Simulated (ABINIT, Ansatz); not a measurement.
# CsCaBr3 (Pm-3m): zone-centre phonons, part 2 of 3

Which modes does CsCaBr3 (Pm-3m) have at the zone centre?

ABINIT 10.8.3; DFT LDA, scalar-relativistic, plane waves, PseudoDojo norm-conserving pseudopotentials.

So far. Step 5 (Zone-centre response): The acoustic modes at Γ come out as far as 0.9 cm⁻¹ from zero, where they should vanish, a small numerical error; the Born charges miss their sum rule by 0.013 e, which is good. The relaxed cell has a = 5.526 Å (conventional setting).

### 6. Modes with the sum rule

anaddb reads the merged derivatives, imposes the acoustic sum rule and charge neutrality, and adds the LO-TO term along chosen directions.

Input file anaddb.abi:

```
ddb_filepath "gamma_DDB"
output_file "anaddb.abo"
outdata_prefix "anaddb"
asr 1
chneut 1
enunit 2
eivec 1
nph1l 1
qph1l 0.0 0.0 0.0 1.0
dieflag 1
nph2l 3
qph2l 
    1.0 0.0 0.0 0.0
    0.0 0.0 1.0 0.0
    1.0 1.0 1.0 0.0
```

Input file mrgddb.in:

```
gamma_DDB
merged
2
dfpt_gammao_DS2_DDB
gso_DDB
```

On the command line:

```
$ mrgddb < mrgddb.in > mrgddb.log
$ OMP_NUM_THREADS=1 anaddb anaddb.abi > anaddb.log
```

anaddb.abo, the main output file:

```text
[banners, grids, parts of the stress and lines that vanish by symmetry left out]
-outvars_anaddb: echo values of input variables ----------------------

 Flags :
[...]
Dielectric Tensor and Effective Charges
[...]
Effective charge tensors after
[...]
Phonon wavevector (reduced coordinates) :  0.00000  0.00000  0.00000
 Phonon energies in Hartree :
[...]
Phonon energies in meV     :
-  0.000000E+00  0.000000E+00  0.000000E+00  4.168557E+00  4.168557E+00
-  4.168557E+00  4.466084E+00  4.466084E+00  4.466084E+00  8.290113E+00
-  8.290113E+00  8.290113E+00  2.878911E+01  2.878911E+01  2.878911E+01
 Phonon frequencies in cm-1    :
-  0.000000E+00  0.000000E+00  0.000000E+00  3.362168E+01  3.362168E+01
-  3.362168E+01  3.602140E+01  3.602140E+01  3.602140E+01  6.686427E+01
-  6.686427E+01  6.686427E+01  2.321998E+02  2.321998E+02  2.321998E+02
 Phonon frequencies in Thz     :
-  0.000000E+00  0.000000E+00  0.000000E+00  1.007953E+00  1.007953E+00
-  1.007953E+00  1.079894E+00  1.079894E+00  1.079894E+00  2.004540E+00
-  2.004540E+00  2.004540E+00  6.961176E+00  6.961176E+00  6.961176E+00
 Phonon energies in Kelvin  :
-  0.000000E+00  0.000000E+00  0.000000E+00  4.837410E+01  4.837410E+01
-  4.837410E+01  5.182676E+01  5.182676E+01  5.182676E+01  9.620276E+01
-  9.620276E+01  9.620276E+01  3.340837E+02  3.340837E+02  3.340837E+02
[...]
-  1  0.00000000E+00  0.00000000E+00  1.15293508E-03
-     0.00000000E+00  0.00000000E+00  0.00000000E+00
-  2  0.00000000E+00  0.00000000E+00  1.15293603E-03
-     0.00000000E+00  0.00000000E+00  0.00000000E+00
-  3  0.00000000E+00  0.00000000E+00  1.15293618E-03
-     0.00000000E+00  0.00000000E+00  0.00000000E+00
-  4  0.00000000E+00  0.00000000E+00  1.15293618E-03
-     0.00000000E+00  0.00000000E+00  0.00000000E+00
-  5  0.00000000E+00  0.00000000E+00  1.15293604E-03
-     0.00000000E+00  0.00000000E+00  0.00000000E+00
[...]
-  1  0.00000000E+00 -1.15293508E-03  0.00000000E+00
-     0.00000000E+00  0.00000000E+00  0.00000000E+00
-  2  0.00000000E+00 -1.15293603E-03  0.00000000E+00
-     0.00000000E+00  0.00000000E+00  0.00000000E+00
-  3  0.00000000E+00 -1.15293604E-03  0.00000000E+00
-     0.00000000E+00  0.00000000E+00  0.00000000E+00
-  4  0.00000000E+00 -1.15293618E-03  0.00000000E+00
-     0.00000000E+00  0.00000000E+00  0.00000000E+00
-  5  0.00000000E+00 -1.15293618E-03  0.00000000E+00
-     0.00000000E+00  0.00000000E+00  0.00000000E+00
[...]
-  1  1.15293508E-03  0.00000000E+00  0.00000000E+00
-     0.00000000E+00  0.00000000E+00  0.00000000E+00
-  2  1.15293603E-03  0.00000000E+00  0.00000000E+00
-     0.00000000E+00  0.00000000E+00  0.00000000E+00
-  3  1.15293618E-03  0.00000000E+00  0.00000000E+00
-     0.00000000E+00  0.00000000E+00  0.00000000E+00
-  4  1.15293604E-03  0.00000000E+00  0.00000000E+00
-     0.00000000E+00  0.00000000E+00  0.00000000E+00
[...]
-  5 -1.02208955E-04  0.00000000E+00  0.00000000E+00
-     0.00000000E+00  0.00000000E+00  0.00000000E+00
[...]
-     1         -0.000000    -0.000000    -0.000001     0.000001
-     2         -0.000000     0.000001    -0.000000     0.000001
[...]
-   1     Real    0.0000E+00  0.0000E+00  0.0000E+00  0.0000E+00  0.0000E+00  0.0000E+00  0.0000E+00
[...]
-   2     Real    0.0000E+00  0.0000E+00  0.0000E+00  0.0000E+00  0.0000E+00  0.0000E+00  0.0000E+00
[...]
-   3     Real    0.0000E+00  0.0000E+00  0.0000E+00  0.0000E+00  0.0000E+00  0.0000E+00  0.0000E+00
[...]
-   4     Real    0.0000E+00  0.0000E+00  1.5820E-05  0.0000E+00  3.9926E-12  3.1028E-11  1.5820E-05
[...]
-   5     Real    0.0000E+00  1.5820E-05  0.0000E+00  5.4887E-11  0.0000E+00 -3.1028E-11  1.5820E-05
[...]
-   6     Real    1.5820E-05  0.0000E+00  0.0000E+00 -5.4887E-11 -3.9925E-12  0.0000E+00  1.5820E-05
[...]
-   7     Real    0.0000E+00  0.0000E+00  0.0000E+00  0.0000E+00  0.0000E+00  0.0000E+00  0.0000E+00
[...]
-   8     Real    0.0000E+00  0.0000E+00  0.0000E+00  0.0000E+00  0.0000E+00  0.0000E+00  0.0000E+00
[...]
-   9     Real    0.0000E+00  0.0000E+00  0.0000E+00  0.0000E+00  0.0000E+00  0.0000E+00  0.0000E+00
[...]
-  10     Real    0.0000E+00  0.0000E+00  9.5796E-06  0.0000E+00  3.4127E-12 -6.9563E-11  9.5796E-06
[...]
-  11     Real    0.0000E+00  9.5796E-06  0.0000E+00 -3.4431E-11  0.0000E+00  6.9563E-11  9.5796E-06
[...]
-  12     Real    9.5796E-06  0.0000E+00  0.0000E+00  3.4431E-11 -3.4124E-12  0.0000E+00  9.5796E-06
[...]
-  13     Real    0.0000E+00  0.0000E+00  1.0576E-04  0.0000E+00  0.0000E+00  0.0000E+00  1.0576E-04
[...]
-  14     Real    0.0000E+00  1.0576E-04  0.0000E+00  4.0829E-11  0.0000E+00  0.0000E+00  1.0576E-04
[...]
-  15     Real    1.0576E-04  0.0000E+00  0.0000E+00 -4.0829E-11  0.0000E+00  0.0000E+00  1.0576E-04
[...]
Phonon at Gamma, with non-analyticity in the
[...]
Phonon energies in Hartree :
[...]
Phonon energies in meV     :
[...]
Phonon frequencies in cm-1    :
[...]
Phonon frequencies in Thz     :
[...]
Phonon energies in Kelvin  :
[...]
-  5.182676E+01  5.182676E+01  5.182676E+01  6.994570E+01  9.620276E+01
-  9.620276E+01  1.138001E+02  3.340837E+02  3.340837E+02  3.859023E+02
[...]
-  1  0.00000000E+00  0.00000000E+00  1.15293508E-03
-     0.00000000E+00  0.00000000E+00  0.00000000E+00
-  2  0.00000000E+00  0.00000000E+00  1.15293603E-03
-     0.00000000E+00  0.00000000E+00  0.00000000E+00
-  3  0.00000000E+00  0.00000000E+00  1.15293618E-03
-     0.00000000E+00  0.00000000E+00  0.00000000E+00
-  4  0.00000000E+00  0.00000000E+00  1.15293618E-03
-     0.00000000E+00  0.00000000E+00  0.00000000E+00
-  5  0.00000000E+00  0.00000000E+00  1.15293604E-03
-     0.00000000E+00  0.00000000E+00  0.00000000E+00
[...]
Phonon at Gamma, with non-analyticity in the
[...]
Phonon energies in Hartree :
[...]
Phonon energies in meV     :
-  0.000000E+00  0.000000E+00  0.000000E+00  4.168557E+00  4.168557E+00
-  4.466084E+00  4.466084E+00  4.466084E+00  6.027454E+00  8.290113E+00
-  8.290113E+00  9.806538E+00  2.878911E+01  2.878911E+01  3.325449E+01
 Phonon frequencies in cm-1    :
-  0.000000E+00  0.000000E+00  0.000000E+00  3.362168E+01  3.362168E+01
[...]
Phonon frequencies in Thz     :
[...]
Phonon energies in Kelvin  :
[...]
Phonon at Gamma, with non-analyticity in the
[...]
Phonon energies in Hartree :
[...]
Phonon energies in meV     :
[...]
Phonon frequencies in cm-1    :
[...]
Phonon frequencies in Thz     :
[...]
Phonon energies in Kelvin  :
[...]
-  5.182676E+01  5.182676E+01  5.182676E+01  6.994570E+01  9.620276E+01
-  9.620276E+01  1.138001E+02  3.340837E+02  3.340837E+02  3.859023E+02
[...]
-  4  1.31952299E-03  5.12268789E-05  3.14408369E-05
-     0.00000000E+00  0.00000000E+00  0.00000000E+00
-  5 -8.26677158E-05  5.12268789E-05 -5.01851379E-04
-     0.00000000E+00  0.00000000E+00  0.00000000E+00
[...]
Direction                     Dielectric constant
[...]
0.00000   0.00000   1.00000     12.93555816
   1.00000   1.00000   1.00000     12.93555816
-
```

It took 0.52 s on 1 thread of Arm Neoverse V1, shared host.

This step gave:

```
mean static dielectric constant      : 12.94
highest mode moved by the LO-TO term : 268.2 cm⁻¹
```

No LO-TO term; unit eigenvectors of the mass-weighted matrix, from anaddb's displacements. The modes at Γ (shares of kinetic energy by element, %):

```csv
mode,frequency (cm⁻¹),symmetry,Cs %,Ca %,Br %
1,0.0,acoustic,32,10,58
2,0.0,acoustic,32,10,58
3,0.0,acoustic,32,10,58
4,33.6,T1u,66,2,32
5,33.6,T1u,66,2,32
6,33.6,T1u,66,2,32
7,36.0,T2u,0,0,100
8,36.0,T2u,0,0,100
9,36.0,T2u,0,0,100
10,66.9,T1u,2,28,70
11,66.9,T1u,2,28,70
12,66.9,T1u,2,28,70
13,232.2,T1u,0,61,39
14,232.2,T1u,0,61,39
15,232.2,T1u,0,61,39
```

Displacements in mode 4 (33.6 cm⁻¹), the largest set to 1:
```
Cs1  0.00  0.00  1.00
Ca2  0.00  0.00 -0.28
Br3  0.00  0.00 -0.59
Br4  0.00  0.00 -0.59
Br5  0.00  0.00 -0.34
```

Displacements in mode 10 (66.9 cm⁻¹), the largest set to 1:
```
Cs1  0.00  0.00  0.14
Ca2  0.00  0.00 -1.00
Br3  0.00  0.00  0.55
Br4  0.00  0.00  0.55
Br5  0.00  0.00 -0.82
```

Trace of the oscillator strength, degenerate modes summed. Lines of the infrared spectrum (strongest = 100):

```csv
position (cm⁻¹),lines merged,"IR intensity, relative"
34,3,15
36,3,0.0
67,3,9.1
232,3,100
```

Static dielectric tensor (ions relaxed, fixed cell):

```
12.94  0.00  0.00
 0.00 12.94  0.00
 0.00  0.00 12.94
```

The rule moves no optical mode by more than 0.1 cm⁻¹.

### 7. Sum rules set otherwise (asr 0)

Without the rule the raw error of the acoustic modes shows.

anaddb.abi: that of step 6 with these lines changed.

```diff
@@ -3,4 +3,4 @@
 outdata_prefix "anaddb"
-asr 1
-chneut 1
+asr 0
+chneut 0
 enunit 2
```

mrgddb.in is that of step 6.

anaddb.abo, the main output file:

```text
[banners, grids, parts of the stress and lines that vanish by symmetry left out]
-outvars_anaddb: echo values of input variables ----------------------

 Flags :
[...]
Dielectric Tensor and Effective Charges
[...]
Effective charge tensors after
[...]
Phonon wavevector (reduced coordinates) :  0.00000  0.00000  0.00000
 Phonon energies in Hartree :
[...]
Phonon energies in meV     :
-  1.182587E-01  1.182587E-01  1.182587E-01  4.168846E+00  4.168846E+00
-  4.168846E+00  4.466110E+00  4.466110E+00  4.466110E+00  8.292512E+00
-  8.292512E+00  8.292512E+00  2.879062E+01  2.879062E+01  2.879062E+01
 Phonon frequencies in cm-1    :
-  9.538206E-01  9.538208E-01  9.538211E-01  3.362401E+01  3.362401E+01
-  3.362401E+01  3.602161E+01  3.602161E+01  3.602161E+01  6.688362E+01
-  6.688362E+01  6.688362E+01  2.322120E+02  2.322120E+02  2.322120E+02
 Phonon frequencies in Thz     :
-  2.859482E-02  2.859483E-02  2.859484E-02  1.008023E+00  1.008023E+00
-  1.008023E+00  1.079901E+00  1.079901E+00  1.079901E+00  2.005121E+00
-  2.005121E+00  2.005121E+00  6.961542E+00  6.961542E+00  6.961542E+00
 Phonon energies in Kelvin  :
-  1.372335E+00  1.372335E+00  1.372336E+00  4.837745E+01  4.837745E+01
-  4.837745E+01  5.182706E+01  5.182706E+01  5.182706E+01  9.623061E+01
-  9.623061E+01  9.623061E+01  3.341013E+02  3.341013E+02  3.341013E+02
[...]
-  1  0.00000000E+00  0.00000000E+00  1.15356109E-03
-     0.00000000E+00  0.00000000E+00  0.00000000E+00
-  2  0.00000000E+00  0.00000000E+00  1.15200047E-03
-     0.00000000E+00  0.00000000E+00  0.00000000E+00
-  3  0.00000000E+00  0.00000000E+00  1.15297802E-03
-     0.00000000E+00  0.00000000E+00  0.00000000E+00
-  4  0.00000000E+00  0.00000000E+00  1.15297802E-03
-     0.00000000E+00  0.00000000E+00  0.00000000E+00
-  5  0.00000000E+00  0.00000000E+00  1.15227971E-03
-     0.00000000E+00  0.00000000E+00  0.00000000E+00
[...]
-  1  0.00000000E+00  1.15356109E-03  0.00000000E+00
-     0.00000000E+00  0.00000000E+00  0.00000000E+00
-  2  0.00000000E+00  1.15200047E-03  0.00000000E+00
-     0.00000000E+00  0.00000000E+00  0.00000000E+00
-  3  0.00000000E+00  1.15227971E-03  0.00000000E+00
-     0.00000000E+00  0.00000000E+00  0.00000000E+00
-  4  0.00000000E+00  1.15297802E-03  0.00000000E+00
-     0.00000000E+00  0.00000000E+00  0.00000000E+00
-  5  0.00000000E+00  1.15297802E-03  0.00000000E+00
-     0.00000000E+00  0.00000000E+00  0.00000000E+00
[...]
-  1  1.15356109E-03  0.00000000E+00  0.00000000E+00
-     0.00000000E+00  0.00000000E+00  0.00000000E+00
-  2  1.15200047E-03  0.00000000E+00  0.00000000E+00
-     0.00000000E+00  0.00000000E+00  0.00000000E+00
-  3  1.15297802E-03  0.00000000E+00  0.00000000E+00
-     0.00000000E+00  0.00000000E+00  0.00000000E+00
-  4  1.15227971E-03  0.00000000E+00  0.00000000E+00
-     0.00000000E+00  0.00000000E+00  0.00000000E+00
[...]
-  5 -1.02191715E-04  0.00000000E+00  0.00000000E+00
-     0.00000000E+00  0.00000000E+00  0.00000000E+00
[...]
-     1         -0.000000    -0.000000    -0.005883     0.005883
-     2         -0.000000    -0.005883     0.000000     0.005883
[...]
-   1     Real    0.0000E+00  0.0000E+00  2.2997E-10  0.0000E+00  0.0000E+00  0.0000E+00  2.2997E-10
[...]
-   2     Real    0.0000E+00  2.2997E-10  0.0000E+00  0.0000E+00  0.0000E+00  0.0000E+00  2.2997E-10
[...]
-   3     Real    2.2997E-10  0.0000E+00  0.0000E+00  0.0000E+00  0.0000E+00  0.0000E+00  2.2997E-10
[...]
-   4     Real    0.0000E+00  0.0000E+00  1.5853E-05  0.0000E+00  0.0000E+00  3.5109E-11  1.5853E-05
[...]
-   5     Real    0.0000E+00  1.5853E-05  0.0000E+00  1.0991E-11  0.0000E+00 -3.5109E-11  1.5853E-05
[...]
-   6     Real    1.5853E-05  0.0000E+00  0.0000E+00 -1.0991E-11  0.0000E+00  0.0000E+00  1.5853E-05
[...]
-   7     Real    0.0000E+00  0.0000E+00  0.0000E+00  0.0000E+00  0.0000E+00  0.0000E+00  0.0000E+00
[...]
-   8     Real    0.0000E+00  0.0000E+00  0.0000E+00  0.0000E+00  0.0000E+00  0.0000E+00  0.0000E+00
[...]
-   9     Real    0.0000E+00  0.0000E+00  0.0000E+00  0.0000E+00  0.0000E+00  0.0000E+00  0.0000E+00
[...]
-  10     Real    0.0000E+00  0.0000E+00  9.5516E-06  0.0000E+00  1.6067E-12 -8.7270E-11  9.5516E-06
[...]
-  11     Real    0.0000E+00  9.5516E-06  0.0000E+00  1.7914E-12  0.0000E+00  8.7270E-11  9.5516E-06
[...]
-  12     Real    9.5516E-06  0.0000E+00  0.0000E+00 -1.7914E-12 -1.6068E-12  0.0000E+00  9.5516E-06
[...]
-  13     Real    0.0000E+00  0.0000E+00  1.0569E-04  0.0000E+00  0.0000E+00  0.0000E+00  1.0569E-04
[...]
-  14     Real    0.0000E+00  1.0569E-04  0.0000E+00  4.6220E-12  0.0000E+00  0.0000E+00  1.0569E-04
[...]
-  15     Real    1.0569E-04  0.0000E+00  0.0000E+00 -4.6220E-12  0.0000E+00  0.0000E+00  1.0569E-04
[...]
Phonon at Gamma, with non-analyticity in the
[...]
Phonon energies in Hartree :
[...]
Phonon energies in meV     :
[...]
Phonon frequencies in cm-1    :
[...]
Phonon frequencies in Thz     :
[...]
Phonon energies in Kelvin  :
[...]
-  5.182706E+01  5.182706E+01  5.182706E+01  7.000366E+01  9.623061E+01
-  9.623061E+01  1.138016E+02  3.341013E+02  3.341013E+02  3.858846E+02
[...]
-  1  0.00000000E+00  0.00000000E+00  1.15356109E-03
-     0.00000000E+00  0.00000000E+00  0.00000000E+00
-  2  0.00000000E+00  0.00000000E+00  1.15200047E-03
-     0.00000000E+00  0.00000000E+00  0.00000000E+00
-  3  0.00000000E+00  0.00000000E+00  1.15297802E-03
-     0.00000000E+00  0.00000000E+00  0.00000000E+00
-  4  0.00000000E+00  0.00000000E+00  1.15297802E-03
-     0.00000000E+00  0.00000000E+00  0.00000000E+00
-  5  0.00000000E+00  0.00000000E+00  1.15227971E-03
-     0.00000000E+00  0.00000000E+00  0.00000000E+00
[...]
Phonon at Gamma, with non-analyticity in the
[...]
Phonon energies in Hartree :
[...]
Phonon energies in meV     :
-  1.182587E-01  1.182587E-01  1.188706E-01  4.168846E+00  4.168846E+00
-  4.466110E+00  4.466110E+00  4.466110E+00  6.032449E+00  8.292512E+00
-  8.292512E+00  9.806661E+00  2.879062E+01  2.879062E+01  3.325296E+01
 Phonon frequencies in cm-1    :
-  9.538208E-01  9.538211E-01  9.587560E-01  3.362401E+01  3.362401E+01
[...]
Phonon frequencies in Thz     :
[...]
Phonon energies in Kelvin  :
[...]
Phonon at Gamma, with non-analyticity in the
[...]
Phonon energies in Hartree :
[...]
Phonon energies in meV     :
[...]
Phonon frequencies in cm-1    :
[...]
Phonon frequencies in Thz     :
[...]
Phonon energies in Kelvin  :
[...]
-  5.182706E+01  5.182706E+01  5.182706E+01  7.000366E+01  9.623061E+01
-  9.623061E+01  1.138016E+02  3.341013E+02  3.341013E+02  3.858846E+02
[...]
-  4  1.31937331E-03  5.12189292E-05  3.14347221E-05
-     0.00000000E+00  0.00000000E+00  0.00000000E+00
-  5 -8.26536514E-05  5.12189292E-05 -5.01782229E-04
-     0.00000000E+00  0.00000000E+00  0.00000000E+00
[...]
Direction                     Dielectric constant
[...]
0.00000   0.00000   1.00000     12.94548761
   1.00000   1.00000   1.00000     12.94548761
-
```

The job ended after 0.5 s (1 thread).

This step gave:

```
mean static dielectric constant : 12.95
```

Zone-centre frequencies as printed; negative means imaginary. Modes:

```csv
mode,frequency (cm⁻¹)
1,0.95
2,0.95
3,0.95
4,33.62
5,33.62
6,33.62
7,36.02
8,36.02
9,36.02
10,66.88
11,66.88
12,66.88
13,232.2
14,232.2
15,232.2
```

(Part 2 of 3 ends here.)

[Host names and launcher messages were left out of these logs when they were recorded.]

[Logs are printed without paths, hosts, clocks, repeated set-up lines and the standing remarks that a program may print on its own settings, such as how far it seeks lower states.]

[Hosts, paths, dates, database ids (printed as entryN), source tags and the programs' standing remarks are cut or masked in the printed files.]
